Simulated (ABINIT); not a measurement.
# Cs2AgSbBr6 (Fm-3m): a self-consistent loop beyond G0W0, cycle by cycle, part 2 of 2

Wanted: G0W0 and self-consistent gaps of Cs2AgSbBr6 (Fm-3m), with the cost of the cycles.

ABINIT 10.8.3; PBEsol and many-body steps on it, plane waves. Known limits of the many-body steps: not at the basis limit; d shell near the gap, gap tends to lie low; no spin-orbit coupling; coarse k mesh.

So far. Step 4 (G0W0): The gap on the mesh goes from 0.81 eV to 2.33 eV, a correction of +1.52 eV. Step 5 (evGW0, cycle 1): Against G0W0 in ABINIT (2×2×2 mesh, 280 bands, screening to 89.8 eV, Godby-Needs plasmon pole), the gap moves by +0.376 eV. This first cycle still uses the starting levels; it takes the full correction, at all points of the mesh, and its linearised value is 2.328 eV.

## (6) evGW0, cycle 2

Level of this step: evGW0 on PBEsol, plane waves, norm-conserving pseudopotentials (ABINIT).

The corrected levels of the last cycle go back in.

run.abi reads:

```
acell 3*1.0 Angstrom
rprim 
  0.000000000000 5.689253000000 5.689253000000
  5.689253000000 0.000000000000 5.689253000000
  5.689253000000 5.689253000000 0.000000000000
ntypat 4
znucl 55 47 51 35
natom 10
typat 1 1 2 3 4 4 4 4 4 4
xred 
  0.750000000000 0.750000000000 0.750000000000
  0.250000000000 0.250000000000 0.250000000000
  0.500000000000 0.500000000000 0.500000000000
  0.000000000000 0.000000000000 0.000000000000
  0.751554000000 0.248446000000 0.248446000000
  0.248446000000 0.248446000000 0.751554000000
  0.248446000000 0.751554000000 0.751554000000
  0.248446000000 0.751554000000 0.248446000000
  0.751554000000 0.248446000000 0.751554000000
  0.751554000000 0.751554000000 0.248446000000
pp_dirpath "pseudos"
pseudos "Cs.upf, Ag.upf, Sb.upf, Br.upf"
ecut 40
ngkpt 2 2 2
nshiftk 1
shiftk 0 0 0
kptopt 1
chksymbreak 0
istwfk *1
occopt 1
irdwfk 1
optdriver 4
nband 280
gwcalctyp 10
ecutsigx 40
symsigma 1
nkptgw 3
kptgw 
  0.0000000000 0.0000000000 0.0000000000
  0.5000000000 0.0000000000 0.0000000000
  0.5000000000 0.5000000000 0.0000000000
bdgw 
  52 97
  52 97
  52 97
ecuteps 3.3
irdscr 1
ppmodel 1
irdqps 1
indata_prefix "in"
outdata_prefix "out"
tmpdata_prefix "tmp"
gwmem 00
```

Command:

```console
$ OMP_NUM_THREADS=1 mpirun -n 8 abinit run.abi > log
```

Numbers of over 12 decimals in the logs are rounded to 6 here.

What it wrote:

```text
.Version 10.8.3 of ABINIT. v10.8.2 released Aug 2026.

 Symmetries : space group Fm -3 m (#225); Bravais cF (face-center cubic)
[... echo of the input left out ...]
== DATASET  1 ==================================================================
-   mpi_nproc: 8, omp_nthreads: 1 (-1 if OMP is not activated)

--- !DatasetInfo
iteration_state: {dtset: 1, }
dimensions: {natom: 10, nkpt: 3, mband: 280, nsppol: 1, nspinor: 1, nspden: 1, mpw: 30155, }
cutoff_energies: {ecut:  40.0, pawecutdg:  -1.0, }
[...]
Convergence of QP corrections
 >>>>> For spin  1 <<<<<
.  kptgw no:  1; Maximum DeltaE = (   0.000   0.000) for band index: 38
.  kptgw no:  2; Maximum DeltaE = (   0.097  -0.000) for band index: 31
.  kptgw no:  3; Maximum DeltaE = (  -0.079   0.000) for band index: 44

== END DATASET(S) ==============================================================
================================================================================

 -outvars: echo values of variables after computation  --------
           etotal      0.0000000000E+00
            nband         280
             nkpt           3
          spgroup         225
 [... the other variables as echoed above ...]

 Calculation completed.
```

The job ended after 9.9 min (8 MPI ranks of Arm Neoverse V1, shared host; peak memory 8.8 GiB).

Numbers from this step:

```yaml
quasiparticle_gap_on_the_points_computed: 2.498 eV
gap_of_the_density_functional_on_the_mesh: 0.8123 eV
k_of_the_valence_top: 0.5, 0.5, 0
k_of_the_conduction_bottom: 0.5, 0, 0
least_direct_quasiparticle_gap_on_the_computed_points: 3.769 eV
```

Against the cycle before, the gap moves by −0.206 eV.

## (7) evGW0, cycle 3

run.abi is that of step 6.

What it wrote:

```text
.Version 10.8.3 of ABINIT. v10.8.2 released Aug 2026.

 Symmetries : space group Fm -3 m (#225); Bravais cF (face-center cubic)
[... echo of the input left out ...]
== DATASET  1 ==================================================================
-   mpi_nproc: 8, omp_nthreads: 1 (-1 if OMP is not activated)

--- !DatasetInfo
iteration_state: {dtset: 1, }
dimensions: {natom: 10, nkpt: 3, mband: 280, nsppol: 1, nspinor: 1, nspden: 1, mpw: 30155, }
cutoff_energies: {ecut:  40.0, pawecutdg:  -1.0, }
[...]
Convergence of QP corrections
 >>>>> For spin  1 <<<<<
.  kptgw no:  1; Maximum DeltaE = (   0.000   0.000) for band index:  9
.  kptgw no:  2; Maximum DeltaE = (   0.002  -0.000) for band index: 40
.  kptgw no:  3; Maximum DeltaE = (   0.012   0.000) for band index:  5

== END DATASET(S) ==============================================================
================================================================================

 -outvars: echo values of variables after computation  --------
           etotal      0.0000000000E+00
            nband         280
             nkpt           3
          spgroup         225
 [... the other variables as echoed above ...]

 Calculation completed.
```

It took 10 min on 8 MPI ranks; peak memory 8.8 GiB.

Numbers from this step:

- quasiparticle gap on the points computed: 2.521 eV
- gap of the density functional on the mesh: 0.8123 eV
- k of the valence top: 0.5, 0.5, 0
- k of the conduction bottom: 0.5, 0, 0
- least direct quasiparticle gap on the computed points: 3.796 eV

Against the cycle before, the gap moves by +0.023 eV.

## (8) The runs together

Times are wall times on the hardware named with each run, good to a factor of about two. A run's time includes the screening step that it read.

```csv
run,mesh,bands,screening cutoff (eV),DFT gap (eV),gap on the mesh (eV),direct (eV),ε∞ used,time
G0W0,2×2×2,280,89.8,0.812,2.328,3.598,6.62,8.6 min
"evGW0, cycle 1",2×2×2,280,89.8,0.812,2.704,4.001,6.62,19 min
"evGW0, cycle 2",2×2×2,280,89.8,0.812,2.498,3.769,6.62,17 min
"evGW0, cycle 3",2×2×2,280,89.8,0.812,2.521,3.796,6.62,17 min
```

## (9) Summary of results

```yaml
g0w0: 2.328 eV
evgw0_cycle_1: 2.704 eV
evgw0_cycle_2: 2.498 eV
evgw0_cycle_3: 2.521 eV
known_limits: not at the basis limit; d shell near the gap, gap tends to lie low; no spin-orbit coupling; coarse k mesh
```

Only the bands that the input lists are updated; the others, empty or deep, keep the functional's energies or take a rigid shift. evGW0 ends at 2.52 eV, +0.19 eV from G0W0, after 3 cycles that took 32 min beside the first screening; the last moved the gap by 0.023 eV. The first cycle of evGW0 takes the full correction, without the factor Z, so it overshoots the one-shot value. Against experiment, by evGW0, cycle 3: the gap of 2.52 eV lies +0.34 eV from the measured 2.18 eV (indirect, 2020). These are gaps on the mesh, at modest bands and cutoff. The calculation has static nuclei and no excitons; a measured gap holds zero-point and thermal motion, which mostly lowers it. Bands and cutoff are finite, so the gap is not at the basis limit. The miss can reach some tenths of an eV and take either sign; the mesh is an error of its own. The 2×2×2 mesh is coarse for this cell, which bears on the long-range parts of exchange and screening. A d shell, filled or nearly so, lies near the gap. One-shot GW converges very slowly in bands there, not always from below, and on a semilocal start the gap tends to come out low; starts rich in exact exchange can overshoot instead. The many-body steps are scalar-relativistic: spin-orbit coupling is not in them.

[Paths, hosts, dates, memory and timing lines, banners, echoed tables and standing remarks are left out of the program output.]

[Logs are printed without paths, hosts, clocks, repeated set-up lines and the standing remarks that a program may print on its own settings, such as how far it seeks lower states.]

[Runs of the session that timed out or met a known fault of the program may be left out.]

[Hosts, paths, dates, database ids (printed as entryN), source tags and the programs' standing remarks are cut or masked in the printed files.]

[G0W0 gaps are taken among the corrected bands and points alone; a level outside them can change the order at an edge.]

[Where Ansatz stands beside ABINIT at settings called matched, ABINIT's density can come from a denser mesh and the files from another edition; pairs whose starting gaps differed by over 0.03 eV were left out, so agreement reads better than it is.]
